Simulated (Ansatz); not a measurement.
**Cs3Tl, from a guessed structure to a relaxed one**

This structure for Cs3Tl is made up. Its elements were placed in a known structure type with a cell scaled to their sizes. What cell does the guess relax to, and how far off was it?

Program: Ansatz 0.2.0. Level of theory: DFT, PBE, plane-wave PAW, files of the set soft_1, scalar-relativistic, no spin, cell and ions relaxed at zero pressure; PAW set soft_1. Results are calculated unless marked as measured.

## 1. The starting structure

Symmetry: Pm-3m, No. 221, cubic system. The conventional cell has a = 6.990 Å, b = 6.990 Å, c = 6.990 Å, α = 90.00°, β = 90.00°, γ = 90.00°. Farther neighbours are not listed.

Coordinates:

```cif
data_structure
_symmetry_space_group_name_H-M 'P 1'
_symmetry_Int_Tables_number 1
_cell_length_a 6.9900
_cell_length_b 6.9900
_cell_length_c 6.9900
_cell_angle_alpha 90.000
_cell_angle_beta 90.000
_cell_angle_gamma 90.000
_cell_volume 341.53
loop_
_atom_site_label
_atom_site_type_symbol
_atom_site_fract_x
_atom_site_fract_y
_atom_site_fract_z
_atom_site_occupancy
Tl1 Tl 0.00000 0.00000 0.00000 1
Cs2 Cs 0.50000 0.50000 0.00000 1
Cs3 Cs 0.50000 0.00000 0.50000 1
Cs4 Cs 0.00000 0.50000 0.50000 1
```

## 2. Relaxation of the guess

The guess takes its coordinates from another compound and its volume from a rule, so the cell and any free coordinates are relaxed together.

Input file input.yaml:

```yaml
crystal:
  lattice:
    - [6.99, 0.0, 0.0]
    - [0.0, 6.99, 0.0]
    - [0.0, 0.0, 6.99]
  atoms:
    - { symbol: Tl, position: [0.0, 0.0, 0.0] }
    - { symbol: Cs, position: [0.5, 0.5, 0.0] }
    - { symbol: Cs, position: [0.5, 0.0, 0.5] }
    - { symbol: Cs, position: [0.0, 0.5, 0.5] }
kpoints:
  mp_grid: { grid: [4, 4, 4] }
scf:
  occupations: { method: fermi_dirac, width: 0.05 }
hamiltonian:
  xc: pbe
  pseudopotentials: { kind: paw, azcp: { folder: soft_1 } }
relax:
  f_tol: 0.015
  max_steps: 70
  cell: {}
output:
  forces: true
  stress: true
```

Command:

```console
$ ansatz run input.yaml --threads 4 --pin off --max-ram 10240MiB --backend cpu --events-out ev --progress --plain --runs-dir out
```

Numbers of over 12 decimals in the logs are rounded to 6 here.

The program printed:

```text
Engine: ansatz 0.2.0, aarch64-unknown-linux-gnu
Pseudopotentials: kind: paw
Pseudopotential: Tl, paw, valence charge 13, recommended cutoff 420 eV (normal), soft_1/Tl.paw.azcp
Pseudopotential: Cs, paw, valence charge 9, recommended cutoff 420 eV (normal), soft_1/Cs.paw.azcp
Functional definition: PBE
  parameter kappa = 0.804
  parameter beta = 0.066725
  exchange = pbe_x(kappa = kappa, mu = beta*pi^2/3)
  correlation = pbe_c(beta = beta)
Crystal: 4 atoms, lattice volume = 341.532 Å³
Basis set: ecut = 420 eV, 6667 PW (Γ), exchange–correlation on 96×96×96 points (8 copies of the dense FFT grid, shifted against one another)
Bands: 24, of which v1, the nominal top of the filled ones, is band 20 counted from 1 (19 counted from 0)
Symmetry: 48 space group operations
Space group: Pm-3m (ITA 221), of the structure as read, at distance tolerance 7.0e-5 Å
k-points: 10 of 64
Non-local potential: Tl, projectors of the file, l = 0: 2, l = 1: 2, l = 2: 2, l = 3: 1
Non-local potential: Cs, projectors of the file, l = 0: 3, l = 1: 2, l = 2: 2, l = 3: 2
PAW form: soft (Blöchl's): semilocal exchange-correlation on the pseudo side does not see the compensation charge
PAW one-centre angular grid: Tl, 590 points (default); XC on 64 Gauss nodes
PAW one-centre angular grid: Cs, 194 points (default); XC on 64 Gauss nodes
Initial density: superposition of atomic densities (chi_scale 0.1, normalization cell, long waves kept (reshape's long-wave potential 0.01 eV rms))
Initial wavefunctions: pseudopotential atomic-orbital guess
Functional: x = pbe(κ = 0.804, μ = 0.219515), c = pbe(β = 0.066725)
SCF iter   1: F=—  HF=-28459.696780 eV  |F-HF|=—  |Δ(HF+E_count)|=         —  Δρ=1.74e-2  dr2=3.48e0  ethr=3.10e-3  ⟨swp⟩=9.3  Hψ=2863  notcnv=0
automatic band count: the SCF goes on with 28 bands, as 24 were too few: the levels above may hold too much charge
preconditioner: auto → Kerker (q_TF=auto, 1.908 Å⁻¹)  [metal: Δε(μ)=0.011 eV  Ē_g=9.995 eV  σ=0.050 eV  W_gap=0.06  n_scr=32 (ndim 8)  ℏωp=11.7 eV  f_vac=0.000  D(μ)=5.27/eV (n_scr^D=26)]
SCF iter   2: F=—  HF=-28458.901740 eV  |F-HF|=—  |Δ(HF+E_count)|=   7.95e-1  Δρ=7.85e-3  dr2=9.56e-1  ethr=3.10e-3  ⟨swp⟩=2.7  Hψ=515  notcnv=0
SCF iter   3: F=—  HF=-28458.653878 eV  |F-HF|=—  |Δ(HF+E_count)|=   2.48e-1  Δρ=1.80e-3  dr2=3.99e-2  ethr=2.39e-3  ⟨swp⟩=2.7  Hψ=405  notcnv=0
SCF iter   4: F=—  HF=-28458.648815 eV  |F-HF|=—  |Δ(HF+E_count)|=   5.06e-3  Δρ=8.01e-4  dr2=1.42e-2  ethr=9.99e-5  ⟨swp⟩=2.4  Hψ=585  notcnv=0  defer=1
SCF iter   5: F=—  HF=-28458.647535 eV  |F-HF|=—  |Δ(HF+E_count)|=   1.28e-3  Δρ=3.52e-4  dr2=2.35e-3  ethr=3.54e-5  ⟨swp⟩=1.2  Hψ=278  notcnv=0  defer=1
SCF iter   6: F=—  HF=-28458.647147 eV  |F-HF|=—  |Δ(HF+E_count)|=   3.88e-4  Δρ=9.45e-5  dr2=9.88e-5  ethr=5.87e-6  ⟨swp⟩=3.0  Hψ=462  notcnv=0  defer=1
SCF iter   7: F=—  HF=-28458.647273 eV  |F-HF|=—  |Δ(HF+E_count)|=   1.26e-4  Δρ=2.53e-5  dr2=3.84e-6  ethr=2.47e-7  ⟨swp⟩=2.0  Hψ=450  notcnv=0  defer=4
SCF iter   8: F=—  HF=-28458.647275 eV  |F-HF|=—  |Δ(HF+E_count)|=   1.84e-6  Δρ=1.23e-5  dr2=9.65e-7  ethr=9.61e-9  ⟨swp⟩=3.0  Hψ=517  notcnv=0  defer=4
SCF iter   9: F=-28458.647275 eV  HF=-28458.647275 eV  |F-HF|=3.19e-8  |Δ(HF+E_count)|=   2.84e-7  Δρ=2.39e-6  dr2=7.80e-8  ethr=2.50e-10  ⟨swp⟩=3.0  Hψ=1088  notcnv=0
SCF 1 converged in 9 iterations: F = -28458.647275 eV  dr2 = 7.80e-8
  greatest PAW one-centre occupation: 0.963 electrons in one spin orbital (limit 2), on the Tl atom at site 0 (counted from 0), in its partial waves of l = 2
relax step   1: F+E_penalty+E_count = -28458.64727519 eV  Δ(F+E_penalty+E_count) = +0.000e0 eV  max|allowed force component| = 6.041e-29 eV/Å  Δτ_max = 0.0000 Å  P = -0.331 GPa  Ω = 341.532 Å³  (9 SCF iters, dr2 threshold 1.00e-7 eV, accepted)
Crystal: 4 atoms, lattice volume = 337.303 Å³
Basis set: ecut = 420 eV, 6619 PW (Γ), exchange–correlation on 96×96×96 points (8 copies of the dense FFT grid, shifted against one another)
Bands: 28, of which v1, the nominal top of the filled ones, is band 20 counted from 1 (19 counted from 0)
Initial density: handed on by an earlier stage of this run
Initial wavefunctions: those handed on with the density
iter 1 solved again at ethr=8.88e-7 eV; its pass at ethr=3.10e-3 eV (dr2=3.55e-4 eV) is discarded
SCF iter   1: F=—  HF=-28458.655711 eV  |F-HF|=—  |Δ(HF+E_count)|=         —  Δρ=1.45e-4  dr2=2.52e-4  ethr=8.88e-7  ⟨swp⟩=3.0  Hψ=1607  notcnv=0
preconditioner: auto → Kerker (q_TF=auto, 1.912 Å⁻¹)  [metal: Δε(μ)=0.043 eV  Ē_g=10.759 eV  σ=0.050 eV  W_gap=0.20  n_scr=32 (ndim 8)  ℏωp=11.8 eV  f_vac=0.001  D(μ)=4.31/eV (n_scr^D=18)]
SCF iter   2: F=—  HF=-28458.655779 eV  |F-HF|=—  |Δ(HF+E_count)|=   6.82e-5  Δρ=7.89e-5  dr2=6.18e-5  ethr=6.29e-7  ⟨swp⟩=2.3  Hψ=370  notcnv=0
SCF iter   3: F=—  HF=-28458.655765 eV  |F-HF|=—  |Δ(HF+E_count)|=   1.46e-5  Δρ=2.14e-5  dr2=6.23e-6  ethr=1.55e-7  ⟨swp⟩=2.1  Hψ=330  notcnv=0
SCF iter   4: F=—  HF=-28458.655764 eV  |F-HF|=—  |Δ(HF+E_count)|=   3.79e-7  Δρ=1.06e-5  dr2=2.56e-6  ethr=1.56e-8  ⟨swp⟩=2.2  Hψ=443  notcnv=0
SCF iter   5: F=-28458.655764 eV  HF=-28458.655764 eV  |F-HF|=4.16e-8  |Δ(HF+E_count)|=   1.63e-7  Δρ=2.43e-6  dr2=1.34e-7  ethr=6.83e-10  ⟨swp⟩=3.3  Hψ=993  notcnv=0
SCF 2 converged in 5 iterations: F = -28458.655764 eV  dr2 = 1.34e-7
relax step   2: F+E_penalty+E_count = -28458.65576429 eV  Δ(F+E_penalty+E_count) = -8.489e-3 eV  max|allowed force component| = 4.289e-30 eV/Å  Δτ_max = 0.0000 Å  P = -0.310 GPa  Ω = 337.303 Å³  energy of the carried Pulay correction = +3.506e-5 eV  (5 SCF iters, dr2 threshold 2.73e-7 eV, accepted)
Crystal: 4 atoms, lattice volume = 290.152 Å³
Basis set: ecut = 420 eV, 5695 PW (Γ), exchange–correlation on 96×96×96 points (8 copies of the dense FFT grid, shifted against one another)
iter 1 solved again at ethr=7.87e-5 eV; its pass at ethr=3.10e-3 eV (dr2=3.15e-2 eV) is discarded
SCF iter   1: F=—  HF=-28458.710962 eV  |F-HF|=—  |Δ(HF+E_count)|=         —  Δρ=1.89e-3  dr2=3.18e-2  ethr=7.87e-5  ⟨swp⟩=1.3  Hψ=1796  notcnv=0
preconditioner: auto → Resta (q_TF=auto, 1.961 Å⁻¹)  ε∞=2.4  [insulator: Δε(μ)=0.150 eV  Ē_g=10.699 eV  σ=0.050 eV  W_gap=0.62  n_scr=32 (ndim 8)  ℏωp=12.7 eV  f_vac=0.001  D(μ)=4.24/eV (n_scr^D=18)  ε∞_Penn≈2.4]
SCF iter   2: F=—  HF=-28458.701621 eV  |F-HF|=—  |Δ(HF+E_count)|=   9.34e-3  Δρ=7.99e-4  dr2=3.23e-3  ethr=7.87e-5  ⟨swp⟩=2.0  Hψ=477  notcnv=0
SCF iter   3: F=—  HF=-28458.701208 eV  |F-HF|=—  |Δ(HF+E_count)|=   4.13e-4  Δρ=4.11e-4  dr2=8.28e-4  ethr=8.07e-6  ⟨swp⟩=1.2  Hψ=290  notcnv=0
SCF iter   4: F=—  HF=-28458.701214 eV  |F-HF|=—  |Δ(HF+E_count)|=   5.91e-6  Δρ=5.93e-5  dr2=1.72e-5  ethr=2.07e-6  ⟨swp⟩=2.9  Hψ=485  notcnv=0
SCF iter   5: F=—  HF=-28458.701324 eV  |F-HF|=—  |Δ(HF+E_count)|=   1.11e-4  Δρ=1.81e-5  dr2=1.26e-6  ethr=4.29e-8  ⟨swp⟩=2.2  Hψ=504  notcnv=0
SCF iter   6: F=-28458.701324 eV  HF=-28458.701324 eV  |F-HF|=1.70e-8  |Δ(HF+E_count)|=   3.27e-7  Δρ=3.53e-6  dr2=1.17e-7  ethr=5.99e-10  ⟨swp⟩=4.3  Hψ=943  notcnv=0
SCF 3 converged in 6 iterations: F = -28458.701324 eV  dr2 = 1.17e-7
relax step   3: F+E_penalty+E_count = -28458.70132412 eV  Δ(F+E_penalty+E_count) = -4.556e-2 eV  max|allowed force component| = 5.506e-31 eV/Å  Δτ_max = 0.0000 Å  P = +0.045 GPa  Ω = 290.152 Å³  energy of the carried Pulay correction = +4.578e-4 eV  (6 SCF iters, dr2 threshold 2.40e-7 eV, accepted)
Crystal: 4 atoms, lattice volume = 295.347 Å³
Basis set: ecut = 420 eV, 5743 PW (Γ), exchange–correlation on 96×96×96 points (8 copies of the dense FFT grid, shifted against one another)
iter 1 solved again at ethr=1.31e-6 eV; its pass at ethr=3.10e-3 eV (dr2=5.24e-4 eV) is discarded
SCF iter   1: F=—  HF=-28458.701900 eV  |F-HF|=—  |Δ(HF+E_count)|=         —  Δρ=2.39e-4  dr2=5.19e-4  ethr=1.31e-6  ⟨swp⟩=2.7  Hψ=1659  notcnv=0
preconditioner: auto → Resta (q_TF=auto, 1.955 Å⁻¹)  ε∞=2.4  [insulator: Δε(μ)=0.144 eV  Ē_g=10.804 eV  σ=0.050 eV  W_gap=0.60  n_scr=32 (ndim 8)  ℏωp=12.6 eV  f_vac=0.001  D(μ)=4.41/eV (n_scr^D=26)  ε∞_Penn≈2.4]
SCF iter   2: F=—  HF=-28458.701762 eV  |F-HF|=—  |Δ(HF+E_count)|=   1.38e-4  Δρ=1.03e-4  dr2=5.64e-5  ethr=1.30e-6  ⟨swp⟩=2.1  Hψ=451  notcnv=0
SCF iter   3: F=—  HF=-28458.701753 eV  |F-HF|=—  |Δ(HF+E_count)|=   9.23e-6  Δρ=5.34e-5  dr2=1.38e-5  ethr=1.41e-7  ⟨swp⟩=1.0  Hψ=280  notcnv=0
SCF iter   4: F=—  HF=-28458.701760 eV  |F-HF|=—  |Δ(HF+E_count)|=   6.71e-6  Δρ=7.15e-6  dr2=3.14e-7  ethr=3.45e-8  ⟨swp⟩=2.9  Hψ=475  notcnv=0
SCF iter   5: F=—  HF=-28458.701858 eV  |F-HF|=—  |Δ(HF+E_count)|=   9.82e-5  Δρ=2.29e-6  dr2=2.50e-8  ethr=7.84e-10  ⟨swp⟩=2.6  Hψ=443  notcnv=0
SCF iter   6: F=—  HF=-28458.701858 eV  |F-HF|=—  |Δ(HF+E_count)|=   7.79e-9  Δρ=4.79e-7  dr2=1.41e-9  ethr=6.25e-11  ⟨swp⟩=2.0  Hψ=453  notcnv=0
SCF iter   7: F=—  HF=-28458.701858 eV  |F-HF|=—  |Δ(HF+E_count)|=  5.64e-10  Δρ=1.05e-7  dr2=1.06e-10  ethr=3.52e-12  ⟨swp⟩=2.0  Hψ=459  notcnv=0
SCF iter   8: F=-28458.701858 eV  HF=-28458.701858 eV  |F-HF|=1.09e-11  |Δ(HF+E_count)|=  3.64e-11  Δρ=2.46e-8  dr2=2.67e-12  ethr=1.00e-12  ⟨swp⟩=4.4  Hψ=906  notcnv=0
SCF 4 converged in 8 iterations: F = -28458.701858 eV  dr2 = 2.67e-12
relax step   4: F+E_penalty+E_count = -28458.70185786 eV  Δ(F+E_penalty+E_count) = -5.337e-4 eV  max|allowed force component| = 8.250e-30 eV/Å  Δτ_max = 0.0000 Å  P = -0.008 GPa  Ω = 295.347 Å³  energy of the carried Pulay correction = +4.081e-4 eV  (8 SCF iters, accepted)
Basis set: ecut = 420 eV, 5743 PW (Γ), exchange–correlation on 90×90×90 points (8 copies of the dense FFT grid, shifted against one another)
Initial wavefunctions: pseudopotential atomic-orbital guess (no wavefunctions were taken with the density)
iter 1 solved again at ethr=2.51e-6 eV; its pass at ethr=3.10e-3 eV (dr2=1.01e-3 eV) is discarded
SCF iter   1: F=—  HF=-28458.701523 eV  |F-HF|=—  |Δ(HF+E_count)|=         —  Δρ=3.41e-5  dr2=4.68e-7  ethr=2.51e-6  ⟨swp⟩=3.3  Hψ=2271  notcnv=0
eigensolver tolerance schedule: the retry pair's looser diagonalisation over-reported the residual by 2147.71 of it (diagonalisation noise at an unbounded share of the residual, at the tolerance the schedule requests for it); recorded, not acted on — ethr = c·dr2/N_el stays at c = 1.0e-1
preconditioner: auto → Resta (q_TF=auto, 1.955 Å⁻¹)  ε∞=2.4  [insulator: Δε(μ)=0.147 eV  Ē_g=10.791 eV  σ=0.050 eV  W_gap=0.61  n_scr=32 (ndim 8)  ℏωp=12.6 eV  f_vac=0.001  D(μ)=4.38/eV (n_scr^D=26)  ε∞_Penn≈2.4]
SCF iter   2: F=—  HF=-28458.701499 eV  |F-HF|=—  |Δ(HF+E_count)|=   2.40e-5  Δρ=1.79e-5  dr2=1.28e-7  ethr=1.17e-9  ⟨swp⟩=2.6  Hψ=521  notcnv=0
SCF iter   3: F=—  HF=-28458.701500 eV  |F-HF|=—  |Δ(HF+E_count)|=   5.72e-7  Δρ=1.49e-6  dr2=1.11e-8  ethr=3.20e-10  ⟨swp⟩=2.0  Hψ=460  notcnv=0
SCF iter   4: F=—  HF=-28458.701500 eV  |F-HF|=—  |Δ(HF+E_count)|=   2.21e-9  Δρ=6.25e-7  dr2=4.01e-10  ethr=2.78e-11  ⟨swp⟩=1.8  Hψ=294  notcnv=0
SCF iter   5: F=—  HF=-28458.701500 eV  |F-HF|=—  |Δ(HF+E_count)|=  5.82e-10  Δρ=1.57e-7  dr2=6.56e-11  ethr=1.00e-12  ⟨swp⟩=5.0  Hψ=1060  notcnv=0
SCF iter   6: F=-28458.701500 eV  HF=-28458.701500 eV  |F-HF|=1.09e-11  |Δ(HF+E_count)|=  1.46e-11  Δρ=4.95e-8  dr2=3.98e-12  ethr=1.00e-12  ⟨swp⟩=4.0  Hψ=887  notcnv=0
SCF 5 converged in 6 iterations: F = -28458.701500 eV  dr2 = 3.98e-12
relax step   5: F+E_penalty+E_count = -28458.70150001 eV  Δ(F+E_penalty+E_count) = +3.579e-4 eV  max|allowed force component| = 2.722e-29 eV/Å  Δτ_max = 0.0000 Å  P = -0.008 GPa  Ω = 295.347 Å³  stress off target by 8.43e-3 GPa  SCF on the basis re-selected at this cell (its energy is not comparable with the rows above)  (6 SCF iters)
basis re-selected at this cell: Δ(F+E_penalty+E_count) = +3.579e-4 eV, ΔP = -0.001 GPa vs the last step (what re-selecting the basis moved, of the pressure what is left beyond the Pulay correction that the steps carried, after the strain that the cell walked since its last selection, with what the two solves' SCF thresholds leave and, on support functions, any second-order correction that the steps lacked; it is no measure of the basis error at this ecutwfc). The dense FFT grid was sized anew with the basis: this SCF ran on 45×45×45 points, the steps before it on 48×48×48, so part of this shift can come from that change (see relax.cell in the input reference). [rest of the remark cut]
SCF converged after 6 iterations
Free energy (F): -28458.701500 eV
Harris-Foulkes:  -28458.701500 eV  (|F-HF|=1.09e-11)
Internal energy: -28458.662534 eV  (E = F + TS)
E sigma→0 (E₀):  -28458.682017 eV
Entropy (-TS):   -0.038966 eV (-9.742 meV/atom)
Fermi energy:    4.012974 eV
--- Per-component energies (eV) ---
  E_band       = -301.108428
  E_kinetic    = 694.198661
  E_local      = -2287.769426  (includes V_loc(G=0)·N_el)
  E_nonlocal   = 383.286111
  E_hartree    = 850.866692
  E_xc         = -721.050714
  E_vxc        = -531.286425  (∫ρ·V_xc dr)
  E_paw        = -25366.210765  (= ΣΔE_a)
  E_vpaw       = -261.270685  (= ΣTr[D̂ρ^β])
  E_aug_tail   = -0.000052  (compensation charges beyond the density's cutoff)
  E_ewald      = -2011.983041
  E_smearing   = -0.038966  (= −TS)
  E_closure    = -0.000000  (closes the sum)
  Σ components = -28458.701500   (vs F -28458.701500, Δ=0.00e0)
--- Forces (eV/Å), atoms counted from 1 ---
  atom   1  Tl    -0.00000000    -0.00000000     0.00000000
  atom   2  Cs     0.00000000     0.00000000     0.00000000
  atom   3  Cs     0.00000000    -0.00000000     0.00000000
  atom   4  Cs     0.00000000    -0.00000000    -0.00000000
  max |Σ_I F_I| component: 2.72e-29 eV/Å
--- Stress (GPa, compression-positive) ---
       -0.008428      -0.000000       0.000000
       -0.000000      -0.008428       0.000000
        0.000000       0.000000      -0.008428
  P = ⅓ Tr σ = -0.0084 GPa (-0.084 kbar)
--- Relaxed structure (4 steps of the walk, 4 accepted, 1 SCFs on fresh bases) ---
  F+E_penalty+E_count = -28458.70150001 eV   max|allowed force component| = 2.722e-29 eV/Å   (the final SCF, on the basis selected at the relaxed cell)
  cell:  # Å, volume = 295.3474 Å³
    - [6.659542, 0, 0]
    - [0, 6.659542, 0]
    - [0, 0, 6.659542]
  atoms:
    - { symbol: Tl, position: [0, 0, 0] }
    - { symbol: Cs, position: [0.500000, 0.500000, 0] }
    - { symbol: Cs, position: [0.500000, 0, 0.500000] }
    - { symbol: Cs, position: [0, 0.500000, 0.500000] }
```

Run time: 7.5 s. Hardware: 4 threads of Arm Neoverse V1, shared host; peak memory 0.66 GiB.

Step by step:

```
step  energy less that of the first step (eV)  largest force component (eV/Å)  pressure (GPa)  volume (Å³)
   1                                   0.0000                          0.0000           -0.33       341.53
   2                                  -0.0085                          0.0000           -0.31       337.30
   3                                  -0.0540                          0.0000            0.04       290.15
   4                                  -0.0546                          0.0000           -0.01       295.35
  5*                                  -0.0542                          0.0000           -0.01       295.35
```

Relaxation steps marked * repeat the geometry before them on a plane-wave basis chosen anew for their cell, so energy and pressure can jump there.

Forces are held to the 48 operations that the run works with; a distortion that breaks them can't arise in this run.

```
conventional cell, symmetrised  before  after   change
                         a (Å)   6.990  6.660   -4.7 %
                         b (Å)   6.990  6.660   -4.7 %
                         c (Å)   6.990  6.660   -4.7 %
              volume (Å³/atom)   85.38  73.84  -13.5 %
```

The relaxed structure:

```
Tl Cs
1.0
     6.65954    0.00000    0.00000
     0.00000    6.65954    0.00000
     0.00000    0.00000    6.65954
Tl Cs
1 3
Direct
  0.00000 0.00000 0.00000
  0.50000 0.50000 0.00000
  0.50000 0.00000 0.50000
  0.00000 0.50000 0.50000
```

This step gave:

```
free energy             : -28458.7015 eV
energy at zero smearing : -28458.6820 eV
smearing term TS        : 0.03897 eV
Fermi energy            : 4.013 eV
electrons               : 40
symmetry operations     : 48
pressure                : -0.008428 GPa
```

The shortest distance of each pair, which need not be the same contact before and after:

```
 pair  guess (Å)  relaxed (Å)
Cs–Tl      4.943        4.709
Cs–Cs      4.943        4.709
```

The relaxation ends with a pressure of -0.01 GPa.

## 3. Results

```yaml
space_group_relaxed: Pm-3m
conventional_cell: a = 6.660, b = 6.660, c = 6.660 Å; α = 90.0°, β = 90.0°, γ = 90.0°
volume_per_atom: 73.84 Å³ (guess 85.38)
```

What this shows: Cs3Tl relaxes to Pm-3m with a = 6.660, b = 6.660 and c = 6.660 Å. The guessed volume was 16 % too large. The space group Pm-3m was held in the relaxation, so the end point is a stationary structure within it and may be a saddle against distortions or other arrangements. Mesh and cutoff weren't tested. Spin-orbit coupling is left out, which can matter for elements this heavy. No dispersion term is used, so weakly bound directions may come out too long. Nothing here tests whether the compound is stable against decomposition.

[Logs are printed without paths, hosts, clocks, repeated set-up lines and the standing remarks that a program may print on its own settings, such as how far it seeks lower states.]

[Hosts, paths, dates, database ids (printed as entryN), source tags and the programs' standing remarks are cut or masked in the printed files.]
